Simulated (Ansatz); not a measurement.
# PbO (model cell, started as NiAs type): phonons and vibrational spectra, part 2 of 2

How does PbO (model cell, started as NiAs type) vibrate, and is this structure a minimum?

Ansatz 0.2.0; DFT PBEsol, scalar-relativistic, plane waves, PAW.

So far. Step 4 (Tight relaxation): The forces vanish by symmetry and the pressure is 0.001 GPa, within the tolerances set. The cell now holds 17.47 Å³/atom. Step 5 (Zone-centre response): Before it was imposed, the acoustic sum rule was missed by 5.5e-5 eV/Å². Small misses are needed for a sound result but don't prove that mesh and cutoff are converged. The lowest optical mode is imaginary, 187.1i cm⁻¹, so the energy falls along it. The relaxed cell has a = 3.544, c = 6.426 Å (conventional setting).

The structure was built from a prototype and need not be the compound's stable phase.

**6. Response at finite wavevector**

The mesh has a single point along some directions, so zone-edge points there are not solved. Linear response on a 3×3×1 q mesh gives force constants as far as a supercell of that size would.

Contents of input.yaml:

```yaml
crystal:
  lattice:
    - [3.5435701249, -2.8791e-06, 0.0]
    - [-1.7717825691, 3.0688231878, 0.0]
    - [0.0, 0.0, 6.4262845469]
  atoms:
    - { symbol: Pb, position: [0.0, 0.0, 0.0] }
    - { symbol: Pb, position: [0.0, 0.0, 0.5] }
    - { symbol: O, position: [0.3333333333, 0.6666666667, 0.25] }
    - { symbol: O, position: [0.6666666667, 0.3333333333, 0.75] }
kpoints:
  mp_grid: { grid: [12, 12, 6] }
hamiltonian:
  xc: pbesol
scf:
  occupations: { method: methfessel_paxton, width: 0.15 }
output:
  eigenvalues: true
phonons:
  method: dfpt
  qmesh: [3, 3, 1]
  temperatures: { t_max: 1000, t_step: 50 }
  qpath:
    path:
      - [[0.0, 0.0, 0.0], [0.5, 0.0, 0.0], [0.33333333, 0.33333333, 0.0], [0.0, 0.0, 0.0], [0.0, 0.0, 0.5], [0.5, 0.0, 0.5], [0.33333333, 0.33333333, 0.5], [0.0, 0.0, 0.5]]
      - [[0.5, 0.0, 0.5], [0.5, 0.0, 0.0]]
      - [[0.33333333, 0.33333333, 0.5], [0.33333333, 0.33333333, 0.0]]
    npoints: 10
```

On the command line:

```
ansatz run input.yaml --threads 4 --pin off --max-ram 7168MiB --backend cpu --events-out ev --progress --plain --runs-dir out
```

Numbers of over 12 decimals in the logs are rounded to 6 here.

The log of the run:

```text
[...]
Crystal: 4 atoms, lattice volume = 69.883 Å³
Basis set: ecut = 420 eV, 1335 PW (Γ), exchange–correlation on 48×48×96 points (8 copies of the dense FFT grid, shifted against one another)
Bands: 24, of which v1, the nominal top of the filled ones, is band 20 counted from 1 (19 counted from 0)
Symmetry: 24 space group operations
k-points: 76 of 864
[...]
SCF iter   1: F=—  HF=-24629.888187 eV  |F-HF|=—  |Δ(HF+E_count)|=         —  Δρ=1.61e-2  dr2=1.73e-1  ethr=1.77e-3  ⟨swp⟩=6.0  Hψ=8500  notcnv=0
[...]
SCF iter  10: F=-24629.854709 eV  HF=-24629.854709 eV  |F-HF|=7.28e-12  |Δ(HF+E_count)|=  7.28e-12  S|Δr|=    0.00e0  Δρ=5.23e-8  dr2=1.36e-12  ethr=1.00e-12  ⟨swp⟩=6.8  Hψ=9750  notcnv=0
SCF 1 converged in 10 iterations: F = -24629.854709 eV  dr2 = 1.36e-12
[...]
phonons: the bands overlap, so this run is a metal and interpolates without the dipole-dipole term. If the crystal is really an insulator or semiconductor, its LO-TO splitting is missing
NSCF: frozen V_eff on 76 k-points
[...]
DFPT response loops at q = (0, 0, 0) (fractional): preconditioner auto → Kerker (q_TF=auto, 2.486 Å⁻¹) (partly filled bands, converged f_vac=0.004); β = 1.00, the filter's whole step (`scf.mixing.beta` (0.50) is not read by the response loops under this deck's `scf.mixing.preconditioner`; to damp them name `kerker` or `kerker_dos`, under which they read `scf.mixing.beta`, and type it under 1.00, their step now; both keys bind the ground state too); Broyden in place of MSR1
[...]
SCF converged after 10 iterations
[...]
Free energy (F): -24629.854709 eV
[...]
Internal energy: -24629.855270 eV  (E = F + TS)
E sigma→0 (E₀):  -24629.854849 eV
Entropy (-TS):   0.000562 eV (0.140 meV/atom)
Fermi energy:    10.774745 eV
[...]
--- Band table (eV; the first three rows and the last of 76) ---
  k-point 0: bands = [... 16 lower, 8.1924, 8.6173, 8.6173, 10.2926, 11.0668, 16.8645, 16.8645, 18.4548]
  k-point 1: bands = [... 16 lower, 8.2219, 8.5900, 8.5900, 9.8384, 11.6764, 16.9389, 16.9389, 17.3052]
  k-point 2: bands = [... 16 lower, 8.3018, 8.5143, 8.5143, 9.2156, 12.7572, 15.6437, 17.1585, 17.1585]
  k-point 75: bands = [... 16 lower, 8.1481, 8.1481, 9.3153, 9.3153, 11.7189, 11.7189, 14.7035, 14.7035]
--- Phonons (Γ-DFPT): 4 representative perturbations + reference (Σ response iterations 14) ---
  ASR residual: 2.638e-5 → 0.000e0 eV/Å²; symmetrization residual: 3.880e-6 eV/Å²
  ASR residual per site (eV/Å²): 2.54e-5 2.54e-5 2.64e-5 2.64e-5
[...]
--- Phonons (arbitrary-q DFPT): 3 irreducible q on the 3×3×1 mesh ---
  q = [0.0000, 0.0000, 0.0000] (star 1, of the zone-centre solve; hermiticity 3.99e-7, symmetrization 1.99e-7): -187.10 -38.98 -38.98 -0.00 -0.00 0.00 16.86 16.86 151.78 228.58 228.58 359.19
  q = [0.0000, 0.3333, 0.0000] (star 6, 6 solved perturbations in 3660 linear systems a pass and spin channel, the states on 864 of 864 k-point pairs; hermiticity 7.37e-7, symmetrization 1.57e-6): -120.12 -96.83 -38.98 17.94 44.85 48.89 79.43 109.25 126.51 239.76 255.79 317.61
[...]
sum rule: each row above includes the acoustic sum rule's correction from the zone centre's row sums; it moved no ω² by more than (0.67 cm⁻¹)²
  mesh force constants: q→R imaginary residual 0.00e0; ASR residual 2.638e-5 → 0.000e0 eV/Å²; symmetrization residual 1.776e-15 eV/Å²
  interpolated dispersion: 93 rows × 12 modes
  density of states and harmonic sums: on the 21×21×10 q-mesh, interpolated from the force constants of a 3×3×1 supercell (no non-analytic term)
  largest difference from the sums on the solved wave vectors: F 2.46e-1 eV, S 3.72e-4 and C_V 1.29e-4 eV/K
  zero-point energy: 0.084267 eV/cell   skipped modes (ω ≤ 0): 500, of them read as no rigid motion or as one in doubt: 497 (1.642e0 modes/cell left out, lowest -215.11 cm⁻¹)   left out of the sums: 1.37e-1 of the cell's modes: C_V's classical limit lies that fraction below 3 k_B per atom; for a crystal, a wire or a layer, F and S can be off by more, and a phonons.interpolated_qmesh denser along its periods is the remedy for the sampling
```

Wall time 5.3 min (4 threads of Arm Neoverse V1, shared host); peak memory 3.4 GiB; 21 min of CPU time.

Numbers from this step:

```
sum-rule residual before enforcement                          : 2.64e-5 eV/Å²
lowest mode on the q mesh (acoustic modes at Γ apart)         : -187.1 cm⁻¹
highest frequency at a solved wavevector (no LO-TO term at Γ) : 359.2 cm⁻¹
```

Frequencies (cm⁻¹) solved at each irreducible wavevector; negative means imaginary. Frequencies by wavevector, by row:

```csv
q in reciprocal lattice units,star,mode 1,mode 2,mode 3,mode 4,mode 10,mode 11,mode 12
0 0 0,1,-187.1,-39,-39,0,228.6,228.6,359.2
0 0.3333 0,6,-120.1,-96.8,-39,17.9,239.8,255.8,317.6
0.3333 0.3333 0,2,-173.9,-53.5,67.6,67.6,220.1,220.1,313.1
```

Symmetry leaves 3 wavevectors to solve. The lowest mode among them, the acoustic zeros apart, lies at Γ and is imaginary, 187.1i cm⁻¹, so the energy falls along it.

**7. Another isotope, element O, natural mass 15.999 amu**

An isotope changes the mass and not the force constants, so no new electronic calculation is needed; the shifts show which modes move this element.

The same force constants with the mass of O changed from 15.999 to 17.999 u (phonopy, no LO-TO term). Both lists are sorted by frequency; levels can cross, so a row need not hold one and the same mode. Modes under 3 cm⁻¹ are left out. Isotope shifts, by row:

| q | rank | natural mass (cm⁻¹) | changed mass (cm⁻¹) |
| --- | --- | --- | --- |
| 0 0 0 | 1 | -187.1 | -177.2 |
| 0 0 0 | 2 | -38.98 | -38.98 |
| 0 0 0 | 3 | -38.98 | -38.98 |
| 0 0 0 | 7 | 16.86 | 15.97 |
| 0 0 0 | 8 | 16.86 | 15.97 |
| 0 0 0 | 9 | 151.8 | 151.8 |
| 0 0 0 | 10 | 228.6 | 215.5 |
| 0 0 0 | 11 | 228.6 | 215.5 |
| 0 0 0 | 12 | 359.2 | 338.6 |
| 0 0.3333 0 | 1 | -120.1 | -114.2 |
| 0 0.3333 0 | 2 | -96.82 | -91.6 |
| 0 0.3333 0 | 3 | -38.97 | -38.78 |
| 0 0.3333 0 | 4 | 17.94 | 17.94 |
| 0 0.3333 0 | 5 | 44.86 | 42.5 |
| 0 0.3333 0 | 6 | 48.89 | 48.72 |
| 0 0.3333 0 | 7 | 79.43 | 79.16 |
| 0 0.3333 0 | 8 | 109.2 | 108.7 |
| 0 0.3333 0 | 9 | 126.5 | 126.4 |
| 0 0.3333 0 | 10 | 239.8 | 226.1 |
| 0 0.3333 0 | 11 | 255.8 | 241.2 |
| 0 0.3333 0 | 12 | 317.6 | 299.8 |
| 0.3333 0.3333 0 | 1 | -173.9 | -164.2 |
| 0.3333 0.3333 0 | 2 | -53.54 | -53.54 |
| 0.3333 0.3333 0 | 3 | 67.61 | 67.42 |
| 0.3333 0.3333 0 | 4 | 67.61 | 67.42 |
| 0.3333 0.3333 0 | 5 | 101.8 | 101.8 |
| 0.3333 0.3333 0 | 6 | 101.8 | 101.8 |
| 0.3333 0.3333 0 | 7 | 110.3 | 110.2 |
| 0.3333 0.3333 0 | 8 | 120 | 113.4 |
| 0.3333 0.3333 0 | 9 | 120 | 113.4 |
| 0.3333 0.3333 0 | 10 | 220.1 | 207.6 |
| 0.3333 0.3333 0 | 11 | 220.1 | 207.6 |
| 0.3333 0.3333 0 | 12 | 313.1 | 295.2 |

A mode of this element alone would shift by -5.72 %. The highest zone-centre frequency without the field goes from 359.2 to 338.6 cm⁻¹ (-5.7 %).

**8. Another isotope, element Pb, natural mass 207.2 amu**

The same for Pb, from 207.20 to 203.97 u.

A mode of this element alone would shift by +0.79 %. The highest zone-centre frequency without the field goes from 359.2 to 359.2 cm⁻¹ (+0.0 %).

**9. Summary of results**

- space group after relaxation (within 0.01 Å): P6_3/mmc
- volume per atom: 17.5 Å³
- electronic character: no gap on this mesh
- highest optical mode at the zone centre (no LO-TO term): 359 cm⁻¹
- lowest optical zone-centre mode: -187 cm⁻¹
- lowest mode on the q mesh (acoustic modes at Γ apart): -187 cm⁻¹
- imaginary modes on the 3×3×1 q mesh: yes

What this shows: Modes are clearly imaginary (beyond 10i cm⁻¹) at 3 of the 3 irreducible wavevectors, most at Γ (187.1i cm⁻¹), so this structure is not a minimum of the energy. The optical modes at Γ span -187 to 359 cm⁻¹ (negative means imaginary). The highest mode in this list at Γ, 359.2 cm⁻¹, is mostly motion of O (100 % of the kinetic energy). The q mesh is too sparse to interpolate, so only the solved wavevectors are given. With no gap, or one that is small against the smearing, the frequencies hang on the k mesh and the smearing, most of all near Kohn anomalies. A semilocal functional can close a gap that the real compound would have, so the metallic treatment may be an artefact of the level. Spin-orbit coupling is left out, which can matter for the heavy elements here. The starting cell was built on a prototype and not taken from a measurement, so the phase need not exist. These are harmonic frequencies at zero temperature: anharmonic shifts, linewidths and thermal expansion are left out.

[Logs are printed without paths, hosts, clocks, repeated set-up lines and the standing remarks that a program may print on its own settings, such as how far it seeks lower states.]

[Hosts, paths, dates, database ids (printed as entryN), source tags and the programs' standing remarks are cut or masked in the printed files.]
